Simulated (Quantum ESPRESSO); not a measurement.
# E(M) of MnAu2

How stiff is the total moment of MnAu2, and does E(M) have further minima?

Program: Quantum ESPRESSO 7.5. Level of theory: PBEsol; plane waves with GBRV 1.5 PBEsol potentials, no spin-orbit coupling. Results are calculated unless marked as measured.

**1. The starting structure**

Symmetry: I4/mmm, No. 139, tetragonal system. The conventional cell has a = 3.388 Å, b = 3.388 Å, c = 8.755 Å, α = 90.00°, β = 90.00°, γ = 90.00°. Nearest to Mn lie 10 Au at 2.78 to 2.97 Å. Nearest to Au lie 5 Mn at 2.78 to 2.97 Å and 5 Au at 2.81 to 2.86 Å. Farther neighbours are not listed.

The cell comes from Materials Project 2023-11-01, a database of computed structures, and need not be the stable phase.

**2. The free run**

pw.in

```
&CONTROL
  calculation = 'scf'
  prefix = 'pwscf'
  outdir = './tmp'
  pseudo_dir = './pseudo'
  disk_io = 'nowf'
/
&SYSTEM
  ibrav = 0
  celldm(1) = 8
  nat = 3
  ntyp = 2
  ecutwfc = 40
  ecutrho = 280
  nbnd = 28
  occupations = 'smearing'
  smearing = 'fd'
  degauss = 0.00734986
  nspin = 2
  starting_magnetization(1) = 0.2333
  starting_magnetization(2) = 0
/
&ELECTRONS
  conv_thr = 6d-09
  electron_maxstep = 150
  mixing_beta = 0.3
/
ATOMIC_SPECIES
Mn     54.9380 mn_pbesol_v1.5.uspp.F.UPF
Au    196.9666 au_pbesol_v1.uspp.F.UPF
CELL_PARAMETERS alat
  -0.4001773610746    0.4001773610746    1.0340716702279
   0.4001773610746   -0.4001773610746    1.0340716702279
   0.4001773610746    0.4001773610746   -1.0340716702279
ATOMIC_POSITIONS crystal
Mn      0.0000000000    0.0000000000    0.0000000000
Au      0.6603277800    0.6603277800    0.0000000000
Au      0.3396722200    0.3396722200    0.0000000000
K_POINTS automatic
12 12 12 0 0 0
```

Run with:

```sh
$ OMP_NUM_THREADS=1 mpirun -n 2 pw.x -nk 2 -in pw.in > pw.out
```

Log:

```text
Program PWSCF v.7.5 starts

     Message from routine setup:
     using ibrav=0 with symmetry is DISCOURAGED, use correct ibrav instead

     K-points division:     npool     =       2
     Subspace diagonalization in iterative solution of the eigenvalue problem:

     G-vector sticks info
     --------------------
     sticks:   dense  smooth     PW     G-vecs:    dense   smooth      PW
     Sum        1681     943    363                26877    11525    2669

     Using Slab Decomposition

     bravais-lattice index     =            0
     lattice parameter (alat)  =       8.0000  a.u.
     unit-cell volume          =     339.1452 (a.u.)^3
     number of atoms/cell      =            3
     number of atomic types    =            2
     number of electrons       =        37.00
     number of Kohn-Sham states=           28
     kinetic-energy cutoff     =      40.0000  Ry
     charge density cutoff     =     280.0000  Ry
     scf convergence threshold =      6.0E-09
     mixing beta               =       0.3000
     number of iterations used =            8  plain     mixing
     Exchange-correlation= SLA  PW   PSX  PSC
                           (   1   4  10   8   0   0   0)

     celldm(1)=   8.000000  celldm(2)=   0.000000  celldm(3)=   0.000000
     celldm(4)=   0.000000  celldm(5)=   0.000000  celldm(6)=   0.000000

     crystal axes: (cart. coord. in units of alat)
               a(1) = (  -0.400177   0.400177   1.034072 )
               a(2) = (   0.400177  -0.400177   1.034072 )
               a(3) = (   0.400177   0.400177  -1.034072 )

     reciprocal axes: (cart. coord. in units 2 pi/alat)
               b(1) = ( -0.000000  1.249446  0.483525 )
               b(2) = (  1.249446 -0.000000  0.483525 )
               b(3) = (  1.249446  1.249446  0.000000 )

     PseudoPot. # 1 for Mn read from file:
     mn_pbesol_v1.5.uspp.F.UPF
     Pseudo is Ultrasoft + core correction, Zval = 15.0
     Generated by new atomic code, or converted to UPF format
     Using radial grid of  859 points,  6 beta functions with:
                l(1) =   0
                l(2) =   0
                l(3) =   1
                l(4) =   1
                l(5) =   2
                l(6) =   2
     Q(r) pseudized with  8 coefficients,  rinner =    0.950   0.950   0.950
                                                       0.950   0.950

     PseudoPot. # 2 for Au read from file:
     au_pbesol_v1.uspp.F.UPF
     Pseudo is Ultrasoft + core correction, Zval = 11.0
     Generated by new atomic code, or converted to UPF format
     Using radial grid of  985 points,  7 beta functions with:
                l(1) =   0
                l(2) =   0
                l(3) =   1
                l(4) =   1
                l(5) =   2
                l(6) =   2
                l(7) =   3
     Q(r) pseudized with  6 coefficients,  rinner =    1.900   1.900   1.900
                                                       1.900   1.900   1.900
                                                       1.900

     atomic species   valence    mass     pseudopotential
     Mn               15.00    54.93800     Mn( 1.00)
     Au               11.00   196.96660     Au( 1.00)

     Starting magnetic structure
     atomic species   magnetization
     Mn              0.233
     Au              0.000

     16 Sym. Ops., with inversion, found

   Cartesian axes

     site n.     atom                  positions (alat units)
         1        Mn     tau(   1) = (   0.0000000   0.0000000   0.0000000  )
         2        Au     tau(   2) = (   0.0000000   0.0000000   1.3656525  )
         3        Au     tau(   3) = (   0.0000000   0.0000000   0.7024908  )

     number of k points=   163  Fermi-Dirac smearing, width (Ry)=  0.0073

     Number of k-points >= 100: set verbosity='high' to print them.

     Dense  grid:    26877 G-vectors     FFT dimensions: (  54,  54,  54)

     Smooth grid:    11525 G-vectors     FFT dimensions: (  40,  40,  40)

     Check: negative core charge=   -0.000016
     Generating pointlists ...
     new r_m :   0.2706 (alat units)  2.1645 (a.u.) for type    1
     new r_m :   0.2706 (alat units)  2.1645 (a.u.) for type    2

     Initial potential from superposition of free atoms

     starting charge      36.4997, renormalised to      37.0000
     Starting wfcs are   31 randomized atomic wfcs

     Self-consistent Calculation

     iteration #  1     ecut=    40.00 Ry     beta= 0.30
     Davidson diagonalization with overlap
     ethr =  1.00E-02,  avg # of iterations =  4.0

     total energy              =    -440.38995361 Ry
     estimated scf accuracy    <       0.91912243 Ry

     total magnetization       =     3.67 Bohr mag/cell
     absolute magnetization    =     3.79 Bohr mag/cell

     iteration #  2     ecut=    40.00 Ry     beta= 0.30
     Davidson diagonalization with overlap
     ethr =  2.48E-03,  avg # of iterations =  2.0

     total energy              =    -440.49883269 Ry
     estimated scf accuracy    <       0.44624901 Ry

     total magnetization       =     3.80 Bohr mag/cell
     absolute magnetization    =     3.92 Bohr mag/cell

     iteration #  3     ecut=    40.00 Ry     beta= 0.30
     Davidson diagonalization with overlap
     ethr =  1.21E-03,  avg # of iterations =  1.6

     total energy              =    -440.57905191 Ry
     estimated scf accuracy    <       0.07260650 Ry

     total magnetization       =     3.88 Bohr mag/cell
     absolute magnetization    =     4.05 Bohr mag/cell

     [... further iterations left out ...]

     iteration #  9     ecut=    40.00 Ry     beta= 0.30
     Davidson diagonalization with overlap
     ethr =  1.07E-08,  avg # of iterations =  3.2

     negative rho (up, down):  0.000E+00 1.192E-04

     total energy              =    -440.59269464 Ry
     estimated scf accuracy    <       0.00000122 Ry

     total magnetization       =     4.04 Bohr mag/cell
     absolute magnetization    =     4.29 Bohr mag/cell

     iteration # 10     ecut=    40.00 Ry     beta= 0.30
     Davidson diagonalization with overlap
     ethr =  3.28E-09,  avg # of iterations =  2.2

     negative rho (up, down):  0.000E+00 1.193E-04

     total energy              =    -440.59269508 Ry
     estimated scf accuracy    <       0.00000004 Ry

     total magnetization       =     4.04 Bohr mag/cell
     absolute magnetization    =     4.30 Bohr mag/cell

     iteration # 11     ecut=    40.00 Ry     beta= 0.30
     Davidson diagonalization with overlap
     ethr =  1.06E-10,  avg # of iterations =  4.5

     negative rho (up, down):  0.000E+00 1.189E-04

     total energy              =    -440.59269513 Ry
     estimated scf accuracy    <       0.00000005 Ry

     total magnetization       =     4.04 Bohr mag/cell
     absolute magnetization    =     4.30 Bohr mag/cell

     iteration # 12     ecut=    40.00 Ry     beta= 0.30
     Davidson diagonalization with overlap
     ethr =  1.06E-10,  avg # of iterations =  2.0

     negative rho (up, down):  0.000E+00 1.189E-04

     Magnetic moment per site  (integrated on atomic sphere of radius R)
     atom   1 (R=0.271)  charge= 13.5810  magn=  3.8948
     atom   2 (R=0.271)  charge=  9.0915  magn=  0.0493
     atom   3 (R=0.271)  charge=  9.0915  magn=  0.0493

     End of self-consistent calculation

     Number of k-points >= 100: set verbosity='high' to print the bands.

     the Fermi energy is    14.7225 ev

!    total energy              =    -440.59269515 Ry
     estimated scf accuracy    <          8.1E-10 Ry
     smearing contrib. (-TS)   =      -0.00232764 Ry
     internal energy E=F+TS    =    -440.59036751 Ry

     The total energy is F=E-TS. E is the sum of the following terms:
     one-electron contribution =     -96.99175879 Ry
     hartree contribution      =      81.70242617 Ry
     xc contribution           =    -150.27329150 Ry
     ewald contribution        =    -275.02774338 Ry

     total magnetization       =     4.04 Bohr mag/cell
     absolute magnetization    =     4.30 Bohr mag/cell

     convergence has been achieved in  12 iterations

=------------------------------------------------------------------------------=
   JOB DONE.
=------------------------------------------------------------------------------=
```

It took 3.1 min on 2 MPI ranks of Arm Neoverse V2, shared host; peak memory 0.41 GiB.

Spin moment in the atom's sphere by atom:

| atom | spin moment in the atom's sphere (μB) |
| --- | --- |
| Mn1 | 3.89 |
| Au2 | 0.05 |
| Au3 | 0.05 |

Numbers from this step:

* smearing term TS: 0.03167 eV
* magnetization: 4.042 μB
* absolute magnetization: 4.297 μB
* final state: ferromagnetic

**3. Moment fixed at 0 μB**

The two spin channels are filled to separate Fermi energies, so that the total moment meets the target. Half of the up one less the down one is the slope dE/dM.

Changes to pw.in since step 2:

```diff
@@ -14,3 +14,3 @@
   ecutrho = 280
-  nbnd = 28
+  nbnd = 29
   occupations = 'smearing'
@@ -19,4 +19,5 @@
   nspin = 2
-  starting_magnetization(1) = 0.2333
+  starting_magnetization(1) = 0.0117
   starting_magnetization(2) = 0
+  tot_magnetization = 0
 /
```

Log:

```text
     [... lines left out ...]
Program PWSCF v.7.5 starts
     [... lines left out ...]
     number of atoms/cell      =            3
     [... lines left out ...]
     number of electrons       =        37.00 (up:  18.50, down:  18.50)
     number of Kohn-Sham states=           29
     kinetic-energy cutoff     =      40.0000  Ry
     charge density cutoff     =     280.0000  Ry
     scf convergence threshold =      6.0E-09
     [... lines left out ...]
     16 Sym. Ops., with inversion, found
     [... lines left out ...]
     number of k points=   163  Fermi-Dirac smearing, width (Ry)=  0.0073
     [... lines left out ...]
     iteration # 17     ecut=    40.00 Ry     beta= 0.30
     [... lines left out ...]
     Magnetic moment per site  (integrated on atomic sphere of radius R)
     atom   1 (R=0.271)  charge= 13.6392  magn=  0.0003
     atom   2 (R=0.271)  charge=  9.0585  magn= -0.0001
     atom   3 (R=0.271)  charge=  9.0585  magn= -0.0001
     [... lines left out ...]
     the spin up/dw Fermi energies are    14.4163   14.4163 ev
!    total energy              =    -440.45344192 Ry
     estimated scf accuracy    <          5.4E-09 Ry
     smearing contrib. (-TS)   =      -0.01994663 Ry
     [... lines left out ...]
     total magnetization       =     0.00 Bohr mag/cell
     absolute magnetization    =     0.01 Bohr mag/cell
     convergence has been achieved in  17 iterations
```

It took 4.2 min on 2 MPI ranks; peak memory 0.41 GiB; 8.4 min of CPU time.

This step gave:

* magnetization: 0 μB
* absolute magnetization: 0.005 μB
* half the difference of the two Fermi energies: 0 meV
* largest moment: 0 μB

**4. Moment fixed at 0.909 μB**

Changes to pw.in since step 3:

```diff
@@ -14,3 +14,3 @@
   ecutrho = 280
-  nbnd = 29
+  nbnd = 30
   occupations = 'smearing'
@@ -19,5 +19,5 @@
   nspin = 2
-  starting_magnetization(1) = 0.0117
+  starting_magnetization(1) = 0.0606
   starting_magnetization(2) = 0
-  tot_magnetization = 0
+  tot_magnetization = 0.909
 /
```

Log:

```text
     [... lines left out ...]
Program PWSCF v.7.5 starts
     [... lines left out ...]
     number of atoms/cell      =            3
     [... lines left out ...]
     number of electrons       =        37.00 (up:  18.95, down:  18.05)
     number of Kohn-Sham states=           30
     kinetic-energy cutoff     =      40.0000  Ry
     charge density cutoff     =     280.0000  Ry
     scf convergence threshold =      6.0E-09
     [... lines left out ...]
     16 Sym. Ops., with inversion, found
     [... lines left out ...]
     number of k points=   163  Fermi-Dirac smearing, width (Ry)=  0.0073
     [... lines left out ...]
     iteration # 29     ecut=    40.00 Ry     beta= 0.30
     [... lines left out ...]
     Magnetic moment per site  (integrated on atomic sphere of radius R)
     atom   1 (R=0.271)  charge= 13.6349  magn=  1.0546
     atom   2 (R=0.271)  charge=  9.0616  magn= -0.0329
     atom   3 (R=0.271)  charge=  9.0616  magn= -0.0329
     [... lines left out ...]
     the spin up/dw Fermi energies are    14.1202   14.7468 ev
!    total energy              =    -440.46603927 Ry
     estimated scf accuracy    <          5.2E-09 Ry
     smearing contrib. (-TS)   =      -0.01592109 Ry
     [... lines left out ...]
     total magnetization       =     0.91 Bohr mag/cell
     absolute magnetization    =     1.24 Bohr mag/cell
     convergence has been achieved in  29 iterations
```

It took 7.7 min on 2 MPI ranks; peak memory 0.5 GiB; 15 min of CPU time.

Spin moment in the atom's sphere by atom:

| atom | spin moment in the atom's sphere (μB) |
| --- | --- |
| Mn1 | 1.05 |
| Au2 | -0.03 |
| Au3 | -0.03 |

This step gave:

- magnetization: 0.909 μB
- absolute magnetization: 1.244 μB
- half the difference of the two Fermi energies: -313.3 meV

**5. Moment fixed at 1.819 μB**

Changes to pw.in since step 4:

```diff
@@ -19,5 +19,5 @@
   nspin = 2
-  starting_magnetization(1) = 0.0606
+  starting_magnetization(1) = 0.1213
   starting_magnetization(2) = 0
-  tot_magnetization = 0.909
+  tot_magnetization = 1.819
 /
```

Log:

```text
     [... lines left out ...]
Program PWSCF v.7.5 starts
     [... lines left out ...]
     number of atoms/cell      =            3
     [... lines left out ...]
     number of electrons       =        37.00 (up:  19.41, down:  17.59)
     number of Kohn-Sham states=           30
     kinetic-energy cutoff     =      40.0000  Ry
     charge density cutoff     =     280.0000  Ry
     scf convergence threshold =      6.0E-09
     [... lines left out ...]
     16 Sym. Ops., with inversion, found
     [... lines left out ...]
     number of k points=   163  Fermi-Dirac smearing, width (Ry)=  0.0073
     [... lines left out ...]
     iteration # 18     ecut=    40.00 Ry     beta= 0.30
     [... lines left out ...]
     Magnetic moment per site  (integrated on atomic sphere of radius R)
     atom   1 (R=0.271)  charge= 13.6298  magn=  2.1052
     atom   2 (R=0.271)  charge=  9.0650  magn= -0.0709
     atom   3 (R=0.271)  charge=  9.0650  magn= -0.0709
     [... lines left out ...]
     the spin up/dw Fermi energies are    13.8817   15.1033 ev
!    total energy              =    -440.49750411 Ry
     estimated scf accuracy    <          3.4E-09 Ry
     smearing contrib. (-TS)   =      -0.01407676 Ry
     [... lines left out ...]
     total magnetization       =     1.82 Bohr mag/cell
     absolute magnetization    =     2.44 Bohr mag/cell
     convergence has been achieved in  18 iterations
```

The job ended after 4.6 min (2 MPI ranks; peak memory 0.52 GiB; 9.2 min of CPU time).

This step gave:

| Quantity | Value |
| --- | --- |
| magnetization | 1.819 μB |
| absolute magnetization | 2.443 μB |
| half the difference of the two Fermi energies | -610.8 meV |
| largest moment | 2.105 μB |

**6. What a mistake does**

As a test, an input with a fault in it is run.

pw.in

```
&CONTROL
  calculation = 'scf'
  prefix = 'pwscf'
  outdir = './tmp'
  pseudo_dir = './pseudo'
  disk_io = 'nowf'
/
&SYSTEM
  ibrav = 0
  nat = 3
  ntyp = 2
  lda_plus_u = .true.
  Hubbard_U(1) = 4.0
  ecutwfc = 40
  ecutrho = 280
  nbnd = 28
  occupations = 'smearing'
  smearing = 'fd'
  degauss = 0.00734986
  nspin = 2
  starting_magnetization(1) = 0.2333
  starting_magnetization(2) = 0
/
&ELECTRONS
  conv_thr = 6d-09
  electron_maxstep = 100
  mixing_beta = 0.3
/
ATOMIC_SPECIES
Mn     54.9380 mn_pbesol_v1.5.uspp.F.UPF
Au    196.9666 au_pbesol_v1.uspp.F.UPF
CELL_PARAMETERS angstrom
  -1.6941179184    1.6941179184    4.3776572986
   1.6941179184   -1.6941179184    4.3776572986
   1.6941179184    1.6941179184   -4.3776572986
ATOMIC_POSITIONS crystal
Mn      0.0000000000    0.0000000000    0.0000000000
Au      0.6603277800    0.6603277800    0.0000000000
Au      0.3396722200    0.3396722200    0.0000000000
K_POINTS automatic
12 12 12 0 0 0
```

Log:

```text
     [... lines left out ...]
Program PWSCF v.7.5 starts
     [... lines left out ...]
     Error in routine  system_checkin (1):
     DFT+Hubbard input syntax has changed since v7.1
 %%%%%%%%%%%%%%%%%%%%%%%%%%%%%%%%%%%%%%%%%%%%%%%%%%%%%%%%%%%%%%%%%%%%%%%%%%%%%%
     stopping ...
```

It took 0.48 s on 2 MPI ranks; peak memory 0.05 GiB.

The input was rejected at the start.

The program's message: “system_checkin (1): DFT+Hubbard input syntax has changed since v7.1”

The fault put into the input: the old Hubbard keywords.

**7. E(M)**

The runs not shown differ in the target, the start and the number of states alone. The point at 4.04 μB is the free run, entered with slope zero.

The energy over the lowest by total spin moment:

| total spin moment (μB a cell) | energy over the lowest (meV a cell) |
| --- | --- |
| 0.00 | 1895 |
| 0.91 | 1723 |
| 1.82 | 1295 |
| 2.73 | 654 |
| 3.64 | 76.1 |
| 4.04 | 0 |
| 4.55 | 108 |
| 5.46 | 812 |

Table of dE/dM by total spin moment:

| total spin moment (μB a cell) | dE/dM (meV/μB) |
| --- | --- |
| 0.00 | 0.00335 |
| 0.91 | -313 |
| 1.82 | -611 |
| 2.73 | -762 |
| 3.64 | -365 |
| 4.04 | 0 |
| 4.55 | 414 |
| 5.46 | 1169 |

The largest site moment by total spin moment:

| total spin moment (μB a cell) | largest site moment (μB) |
| --- | --- |
| 0.00 | 3.0e-4 |
| 0.91 | 1.05 |
| 1.82 | 2.11 |
| 2.73 | 3.03 |
| 3.64 | 3.71 |
| 4.04 | 3.89 |
| 4.55 | 4.08 |
| 5.46 | 4.37 |

**8. Summary of results**

```
moment of the free run                              : 4.04 μB a cell
energy at zero total moment                         : 1895 meV a cell over the lowest
ΔE/ΔM² from the lowest point to 4.55 and to 3.64 μB : 422 and 465 meV/μB²
```

In words: At zero total moment the site moments vanish, so the 1895 meV a cell is the energy of forming them. The points show one minimum alone. The cell holds one seeded atom, so opposed orders, which may lie lower, cannot form in it. Energies are free energies at an electronic temperature of 1160 K, which lowers moments and differences where the moments are itinerant.

[Logs and program files are shortened in this print: banners, set-up blocks, solver, clock and traceback lines can be left out without a mark of their own.]

[Logs are printed without paths, hosts, clocks, repeated set-up lines and the standing remarks that a program may print on its own settings, such as how far it seeks lower states.]

[Hosts, paths, dates, database ids (printed as entryN), source tags and the programs' standing remarks are cut or masked in the printed files.]

[Where a cell is said to come from a database of computed structures, the database is the Materials Project.]
